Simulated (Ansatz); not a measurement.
## Lattice dynamics of Cl-terminated C(111) slab, 1 bilayer

Task: relax Cl-terminated C(111) slab, 1 bilayer, then find its harmonic phonons.

Calculated with Ansatz 0.2.0; DFT LDA, scalar-relativistic, plane waves, PAW; PAW set soft_1.

## 1. Set-up

The cell holds 4 atoms: 2 C and 2 Cl. Cell: a = 2.524 Å, b = 2.524 Å, c = 17.015 Å, α = 90.0°, β = 90.0°, γ = 120.0°. It derives from C. Vacuum lies along c.

## 2. Coarse relaxation

A rough relaxation comes first, because large forces or stress need no tight tolerances yet.

The program solves this slab on a cell height of its own, 31.8 Å, in place of the one typed.

input.yaml reads:

```yaml
crystal:
  lattice:
    - [2.52437, 0.0, 0.0]
    - [-1.26219, 2.18617, 0.0]
    - [0.0, 0.0, 17.01529]
  atoms:
    - { symbol: C, position: [0.0, 0.0, 0.484858] }
    - { symbol: C, position: [0.333333, 0.666667, 0.515142] }
    - { symbol: Cl, position: [0.0, 0.0, 0.382009] }
    - { symbol: Cl, position: [0.333333, 0.666667, 0.617991] }
  periodic: [true, true, false]
kpoints:
  mp_grid: { grid: [9, 9, 1] }
hamiltonian:
  xc: lda
  pseudopotentials: { kind: paw, azcp: { folder: soft_1 }, xc_functional: pbe }
scf:
  occupations: { method: gaussian, width: 0.1 }
output:
  forces: true
  stress: true
  eigenvalues: true
relax:
  adjacent_minimum: "off"
  f_tol: 0.05
  max_steps: 80
  cell: { stress_2d_tol: 0.02 }
```

Run with:

```sh
ansatz run input.yaml --threads 4 --pin off --max-ram 16384MiB --backend cpu --events-out ev --progress --plain --runs-dir out
```

Numbers of over 12 decimals in the logs are rounded to 6 here.

What it wrote:

```text
[...]
cell:  # Å, volume = 222.8462 Å³
    - [2.843249, 3.251405235984152e-6, 0]
    - [-1.421627, 2.462324, 0]
    - [0, 0, 31.83060432956]
  atoms:
    - { symbol: C, position: [-3.221530013097192e-17, -3.2547727285348627e-17, 0.259493] }
    - { symbol: C, position: [0.333333, 0.666667, 0.275065] }
    - { symbol: Cl, position: [-3.1980885998497725e-17, -3.2782141417822814e-17, 0.204949] }
    - { symbol: Cl, position: [0.333333, 0.666667, 0.329608] }
[key lines of the parts left out:]
SCF converged after 7 iterations
Free energy (F): -2571.519748 eV
Fermi energy:    -3.147610 eV
P = ½ c Tr σ = 0.0025 N/m
```

The job ended after 9 s (4 threads of Arm Neoverse V2, shared host; peak memory 0.42 GiB; 30 s of CPU time).

Step by step:

```tsv
step	energy less that of the first step (eV)	largest force component (eV/Å)	volume (Å³)
1	0.0000	1.8784	175.66
2	-1.1687	0.6459	193.21
3	-1.6708	0.9025	210.13
4	-1.7710	0.8165	222.14
5	-1.7852	0.4045	221.78
6	-1.7927	0.0348	221.33
7	-1.7928	0.0042	221.17
8	-1.7928	0.0001	221.14
9*	-1.8473	0.0166	221.14
10	-1.8487	0.0023	222.79
11	-1.8487	0.0005	222.85
12*	-1.8491	0.0006	222.85
```

Relaxation steps marked * repeat the geometry before them on a plane-wave basis chosen anew for their cell, so energy and pressure can jump there.

The run keeps the 12 symmetry operations that it works with, so distortions that break them were not tested.

```tsv
cell as run	before	after	change
a (Å)	2.524	2.843	+12.6 %
b (Å)	2.524	2.843	+12.6 %
```

The atoms that moved most (Å, along periodic axes as changes of fractional coordinates times the final cell, across vacuum about the mean position):

```tsv
atom	dx	dy	dz	length
Cl3	0.000	0.000	0.024	0.024
Cl4	0.000	0.000	-0.024	0.024
C2	0.000	0.000	-0.010	0.010
C1	0.000	0.000	0.010	0.010
```

Numbers from this step:

* gap on the k-mesh: 1.178 eV
* direct gap on mesh: 1.178 eV
* area per atom: 1.75 Å²

The relaxation ends with a largest force component of 5.6e-4 eV/Å.

## 3. Bringing the structure to rest

The cell and atoms are relaxed, since residual forces and stress would shift the frequencies.

input.yaml reads:

```yaml
crystal:
  lattice:
    - [2.8432488901, 3.2514e-06, 0.0]
    - [-1.4216272608, 2.4623241424, 0.0]
    - [0.0, 0.0, 31.8306043296]
  atoms:
    - { symbol: C, position: [0.0, 0.0, 0.2594929791] }
    - { symbol: C, position: [0.3333333333, 0.6666666667, 0.2750645751] }
    - { symbol: Cl, position: [0.0, 0.0, 0.2049493137] }
    - { symbol: Cl, position: [0.3333333333, 0.6666666667, 0.3296082405] }
  periodic: [true, true, false]
kpoints:
  mp_grid: { grid: [9, 9, 1] }
hamiltonian:
  xc: lda
  pseudopotentials: { kind: paw, azcp: { folder: soft_1 }, xc_functional: pbe }
scf:
  occupations: { method: gaussian, width: 0.02 }
output:
  forces: true
  stress: true
  eigenvalues: true
  write_density: true
  write_potential: true
  elf: true
  volumetric_format: npy
relax:
  adjacent_minimum: "off"
  f_tol: 0.005
  max_steps: 80
  cell: { stress_2d_tol: 0.02 }
```

What it wrote:

```text
[...]
Crystal: 4 atoms, lattice volume = 222.846 Å³
Basis set: ecut = 420 eV, 4379 PW (Γ)
Bands: 15, of which v1, the nominal top of the filled ones, is band 11 counted from 1 (10 counted from 0)
Symmetry: 12 space group operations
[...]
k-points: 12 of 81
[...]
SCF iter   1: F=—  HF=-2571.983880 eV  |F-HF|=—  |Δ(HF+E_count)|=         —  Δρ=2.90e-2  dr2=1.32e0  ethr=3.10e-3  ⟨swp⟩=14.9  Hψ=1938  notcnv=0
[...]
SCF iter   9: F=-2571.519748 eV  HF=-2571.519748 eV  |F-HF|=6.78e-11  |Δ(HF+E_count)|=  1.03e-10  Δρ=2.63e-7  dr2=1.28e-10  ethr=1.03e-11  ⟨swp⟩=7.3  Hψ=1301  notcnv=0
SCF 1 converged in 9 iterations: F = -2571.519748 eV  dr2 = 1.28e-10
[...]
relax step   1: F+E_penalty+E_count = -2571.51974837 eV  Δ(F+E_penalty+E_count) = +0.000e0 eV  max|allowed force component| = 5.726e-4 eV/Å  Δτ_max = 0.0000 Å  P = +0.002 N/m  Ω = 222.846 Å³  fix = [c, alpha, beta]  reactions: c +0.000 N/m  (9 SCF iters, dr2 threshold 1.00e-7 eV, accepted)
[...]
SCF iter  10: F=-2571.519748 eV  HF=-2571.519748 eV  |F-HF|=1.82e-11  |Δ(HF+E_count)|=  6.37e-12  Δρ=6.66e-9  dr2=1.53e-13  ethr=1.00e-12  ⟨swp⟩=9.2  Hψ=1230  notcnv=0
SCF 2 converged in 10 iterations: F = -2571.519748 eV  dr2 = 1.53e-13
relax step   2: F+E_penalty+E_count = -2571.51974837 eV  Δ(F+E_penalty+E_count) = -8.322e-11 eV  max|allowed force component| = 5.636e-4 eV/Å  Δτ_max = 0.0000 Å  P = +0.002 N/m  Ω = 222.846 Å³  fix = [c, alpha, beta]  reactions: c +0.000 N/m  stress off target by 2.47e-3 N/m on what of the cell is left free  SCF on the basis re-selected at this cell (its energy is not comparable with the rows above)  (10 SCF iters)
[...]
WARN: The output density's exchange-correlation potential varies sharply where the density is thin. Do not read a vacuum level from v_tot or v_xc, or from such a field of the output density. On a cell that repeats whose density bears no net charge and no dipole along the vacuum's axis use v_es (v_loc + v_h of the components); under efield.dipole_correction with no amplitude use v_es + v_field, which holds any externa [...]
SCF converged after 10 iterations
Free energy (F): -2571.519748 eV
[...]
Internal energy: -2571.519748 eV  (E = F + TS)
E sigma→0 (E₀):  -2571.519748 eV
Fermi energy:    -3.150395 eV
[...]
--- Forces (eV/Å), atoms counted from 1 ---
  atom   1  C     -0.00000000    -0.00000000     0.00050567
  atom   2  C      0.00000000     0.00000000    -0.00050567
  atom   3  Cl     0.00000000    -0.00000000     0.00056363
  atom   4  Cl    -0.00000000     0.00000000    -0.00056363
  max |Σ_I F_I| component: 6.94e-18 eV/Å
--- 2D stress c σ (N/m, compression-positive) ---
        0.002469      -0.000000       0.000000
       -0.000000       0.002469       0.000000
        0.000000       0.000000       0.000000
  P = ½ c Tr σ = 0.0025 N/m
--- Band table (eV; the first three rows and the last of 12) ---
  k-point 0: bands = [... 7 lower, -5.0252, -5.0252, -3.7393, -3.7393, -2.5617, -1.6892 (-1.6892°), -1.0772, -0.1204]
  k-point 1: bands = [... 7 lower, -5.8641, -5.1606, -4.6520, -3.9360, -2.2944, -1.1836 (-1.1836°), -0.8703, 0.0797]
  k-point 2: bands = [... 7 lower, -7.4441, -6.5754, -5.5467, -4.3948, -1.7467, -1.4693, -0.4237, 1.2863]
  k-point 11: bands = [... 7 lower, -9.7506, -8.5335, -8.5335, -8.3240, 0.2045, 0.2045, 1.0233, 2.8218]
  ° read free of the cell's end (the report's vacuum.weakly_bound_levels)
--- Relaxed structure (1 steps of the walk, 1 accepted, 1 SCFs on fresh bases) ---
[...]
cell:  # Å, volume = 222.8462 Å³
    - [2.843249, 3.2513740206056105e-6, 0.0]
    - [-1.421627, 2.462324, 0.0]
    - [0.0, 0.0, 31.8306043296]
  atoms:
    - { symbol: C, position: [9.25185853962003e-18, -5.0885221963063393e-17, 0.2594929791] }
    - { symbol: C, position: [0.333333, 0.666667, 0.2750645751] }
[...]
- { symbol: Cl, position: [0.333333, 0.666667, 0.3296082405] }
```

Elapsed: 2.8 s, on 4 threads; peak memory 0.43 GiB; 8.6 s of CPU time.

Little changed from the start: no atom moved by 0.005 Å and no cell edge by 0.1 %.

Valence density in the ac plane at fractional y = 0.667, with atoms of C and Cl within 0.2 Å of it. It is the smooth field of the valence electrons, not physical close to the nuclei.

Values in e/Å³, 24 rows by 15 columns, each cell a mean:
```
0.0 0.0 0.0 0.0 0.0 0.0 0.0 0.0 0.0 0.0 0.0 0.0 0.0 0.0 0.0
0.0 0.0 0.0 0.0 0.0 0.0 0.0 0.0 0.0 0.0 0.0 0.0 0.0 0.0 0.0
0.0 0.0 0.0 0.0 0.0 0.0 0.0 0.0 0.0 0.0 0.0 0.0 0.0 0.0 0.0
0.0 0.0 0.0 0.0 0.0 0.0 0.0 0.0 0.0 0.0 0.0 0.0 0.0 0.0 0.0
0.0 0.0 0.0 0.0 0.0 0.0 0.0 0.0 0.0 0.0 0.0 0.0 0.0 0.0 0.0
0.0 0.0 0.0 0.0 0.0 0.0 0.0 0.0 0.0 0.0 0.0 0.0 0.0 0.0 0.0
0.0 0.0 0.0 0.0 0.0 0.0 0.0 0.0 0.0 0.0 0.0 0.0 0.0 0.0 0.0
0.0 0.0 0.0 0.0 0.0 0.0 0.0 0.0 0.0 0.0 0.0 0.0 0.0 0.0 0.0
0.0 0.0 0.0 0.0 0.0 0.0 0.0 0.0 0.0 0.0 0.0 0.0 0.0 0.0 0.0
0.0 0.0 0.0 0.0 0.0 0.0 0.0 0.0 0.0 0.0 0.0 0.0 0.0 0.0 0.0
0.0 0.0 0.0 0.0 0.0 0.0 0.0 0.0 0.0 0.0 0.0 0.0 0.0 0.0 0.0
0.0 0.0 0.0 0.0 0.0 0.0 0.0 0.0 0.0 0.0 0.0 0.0 0.0 0.0 0.0
0.0 0.0 0.0 0.0 0.0 0.0 0.0 0.0 0.0 0.0 0.0 0.0 0.0 0.0 0.0
0.0 0.0 0.0 0.0 0.0 0.0 0.0 0.0 0.0 0.0 0.0 0.0 0.0 0.0 0.0
0.0 0.0 0.0 0.0 0.0 0.0 0.0 0.0 0.0 0.0 0.0 0.0 0.0 0.0 0.0
0.3 0.6 0.9 1.0 0.9 0.8 0.9 1.0 0.9 0.6 0.3 0.2 0.1 0.1 0.2
0.4 0.7 1.1 1.3 1.4 1.3 1.4 1.3 1.1 0.7 0.4 0.2 0.2 0.2 0.2
0.5 0.6 0.9 1.2 1.3 1.2 1.3 1.2 0.9 0.6 0.5 0.4 0.4 0.4 0.4
0.4 0.3 0.2 0.2 0.1 0.1 0.1 0.2 0.2 0.3 0.4 0.5 0.6 0.6 0.5
0.3 0.2 0.2 0.1 0.1 0.1 0.1 0.1 0.2 0.2 0.3 0.4 0.5 0.5 0.4
0.0 0.0 0.0 0.0 0.0 0.0 0.0 0.0 0.0 0.0 0.0 0.0 0.0 0.0 0.0
0.0 0.0 0.0 0.0 0.0 0.0 0.0 0.0 0.0 0.0 0.0 0.0 0.0 0.0 0.0
0.0 0.0 0.0 0.0 0.0 0.0 0.0 0.0 0.0 0.0 0.0 0.0 0.0 0.0 0.0
0.0 0.0 0.0 0.0 0.0 0.0 0.0 0.0 0.0 0.0 0.0 0.0 0.0 0.0 0.0
```
Columns run along a (2.8 Å), rows up along c (31.8 Å). Atoms in or near the plane, at fractional coordinates: C at (0.33, 0.28), Cl at (0.33, 0.33).

Electrostatic potential energy in the ac plane at fractional y = 0.667, with atoms of C and Cl within 0.2 Å of it. With pseudopotentials it is smooth inside the atoms' cores, unlike the true potential.

Values in eV, 24 rows by 15 columns, each cell a mean:
```
  0   0   0   0   0   0   0   0   0   0   0   0   0   0   0
  0   0   0   0   0   0   0   0   0   0   0   0   0   0   0
  0   0   0   0   0   0   0   0   0   0   0   0   0   0   0
  0   0   0   0   0   0   0   0   0   0   0   0   0   0   0
  0   0   0   0   0   0   0   0   0   0   0   0   0   0   0
  0   0   0   0   0   0   0   0   0   0   0   0   0   0   0
  0   0   0   0   0   0   0   0   0   0   0   0   0   0   0
  0   0   0   0   0   0   0   0   0   0   0   0   0   0   0
  0   0   0   0   0   0   0   0   0   0   0   0   0   0   0
  0   0   0   0   0   0   0   0   0   0   0   0   0   0   0
  0   0   0   0   0   0   0   0   0   0   0   0   0   0   0
  0   0   0   0   0   0   0   0   0   0   0   0   0   0   0
  0   0   0   0   0   0   0   0   0   0   0   0   0   0   0
  0   0   0   0   0   0   0   0   0   0   0   0   0   0   0
  0   0   0   0   0   0   0   0   0   0   0   0   0   0   0
 -4 -10 -17 -20 -21 -21 -21 -20 -17 -10  -4  -1   0   0  -1
 -6 -13 -21 -25 -29 -29 -29 -25 -21 -13  -6  -3  -2  -2  -3
 -7 -10 -21 -26 -27 -28 -27 -26 -21 -10  -7  -7  -7  -7  -7
 -6  -4  -3  -2  -2  -2  -2  -2  -3  -4  -5  -8 -10 -10  -8
 -4  -2  -1   0   0   0   0   0  -1  -2  -4  -6  -8  -8  -6
  0   0   0   0   0   0   0   0   0   0   0   0   0   0   0
  0   0   0   0   0   0   0   0   0   0   0   0   0   0   0
  0   0   0   0   0   0   0   0   0   0   0   0   0   0   0
  0   0   0   0   0   0   0   0   0   0   0   0   0   0   0
```
Columns run along a (2.8 Å; values clipped at the 3rd and 97th percentile), rows up along c (31.8 Å). Atoms in or near the plane, at fractional coordinates: C at (0.33, 0.28), Cl at (0.33, 0.33).

ELF in the ac plane at fractional y = 0.667, with atoms of C and Cl within 0.2 Å of it. It is the smooth field of the valence electrons, not physical close to the nuclei.

Values, 24 rows by 15 columns, each cell a mean:
```
0.00 0.00 0.00 0.00 0.00 0.00 0.00 0.00 0.00 0.00 0.00 0.00 0.00 0.00 0.00
0.00 0.00 0.00 0.00 0.00 0.00 0.00 0.00 0.00 0.00 0.00 0.00 0.00 0.00 0.00
0.00 0.00 0.00 0.00 0.00 0.00 0.00 0.00 0.00 0.00 0.00 0.00 0.00 0.00 0.00
0.00 0.00 0.00 0.00 0.00 0.00 0.00 0.00 0.00 0.00 0.00 0.00 0.00 0.00 0.00
0.00 0.00 0.00 0.00 0.00 0.00 0.00 0.00 0.00 0.00 0.00 0.00 0.00 0.00 0.00
0.00 0.00 0.00 0.00 0.00 0.00 0.00 0.00 0.00 0.00 0.00 0.00 0.00 0.00 0.00
0.00 0.00 0.00 0.00 0.00 0.00 0.00 0.00 0.00 0.00 0.00 0.00 0.00 0.00 0.00
0.00 0.00 0.00 0.00 0.00 0.00 0.00 0.00 0.00 0.00 0.00 0.00 0.00 0.00 0.00
0.00 0.00 0.00 0.00 0.00 0.00 0.00 0.00 0.00 0.00 0.00 0.00 0.00 0.00 0.00
0.00 0.00 0.00 0.00 0.00 0.00 0.00 0.00 0.00 0.00 0.00 0.00 0.00 0.00 0.00
0.00 0.00 0.00 0.00 0.00 0.00 0.00 0.00 0.00 0.00 0.00 0.00 0.00 0.00 0.00
0.00 0.00 0.00 0.00 0.00 0.00 0.00 0.00 0.00 0.00 0.00 0.00 0.00 0.00 0.00
0.00 0.00 0.00 0.00 0.00 0.00 0.00 0.00 0.00 0.00 0.00 0.00 0.00 0.00 0.00
0.00 0.00 0.00 0.00 0.00 0.00 0.00 0.00 0.00 0.00 0.00 0.00 0.00 0.00 0.00
0.03 0.05 0.07 0.09 0.09 0.09 0.09 0.09 0.07 0.05 0.03 0.01 0.00 0.00 0.01
0.62 0.74 0.78 0.74 0.65 0.58 0.65 0.74 0.78 0.74 0.62 0.31 0.09 0.09 0.31
0.50 0.63 0.71 0.70 0.62 0.57 0.62 0.70 0.71 0.63 0.50 0.26 0.09 0.09 0.26
0.61 0.68 0.69 0.56 0.35 0.27 0.35 0.56 0.69 0.68 0.61 0.52 0.45 0.45 0.52
0.49 0.37 0.22 0.12 0.08 0.07 0.08 0.11 0.22 0.37 0.48 0.56 0.59 0.59 0.56
0.63 0.48 0.27 0.11 0.04 0.03 0.04 0.11 0.27 0.48 0.63 0.70 0.73 0.73 0.70
0.03 0.02 0.01 0.00 0.00 0.00 0.00 0.00 0.01 0.02 0.03 0.04 0.05 0.05 0.04
0.00 0.00 0.00 0.00 0.00 0.00 0.00 0.00 0.00 0.00 0.00 0.00 0.00 0.00 0.00
0.00 0.00 0.00 0.00 0.00 0.00 0.00 0.00 0.00 0.00 0.00 0.00 0.00 0.00 0.00
0.00 0.00 0.00 0.00 0.00 0.00 0.00 0.00 0.00 0.00 0.00 0.00 0.00 0.00 0.00
```
Columns run along a (2.8 Å), rows up along c (31.8 Å). Atoms in or near the plane, at fractional coordinates: C at (0.33, 0.28), Cl at (0.33, 0.33).

(Part 1 of 3 ends here.)

[Logs are printed without paths, hosts, clocks, repeated set-up lines and the standing remarks that a program may print on its own settings, such as how far it seeks lower states.]

[Hosts, paths, dates, database ids (printed as entryN), source tags and the programs' standing remarks are cut or masked in the printed files.]
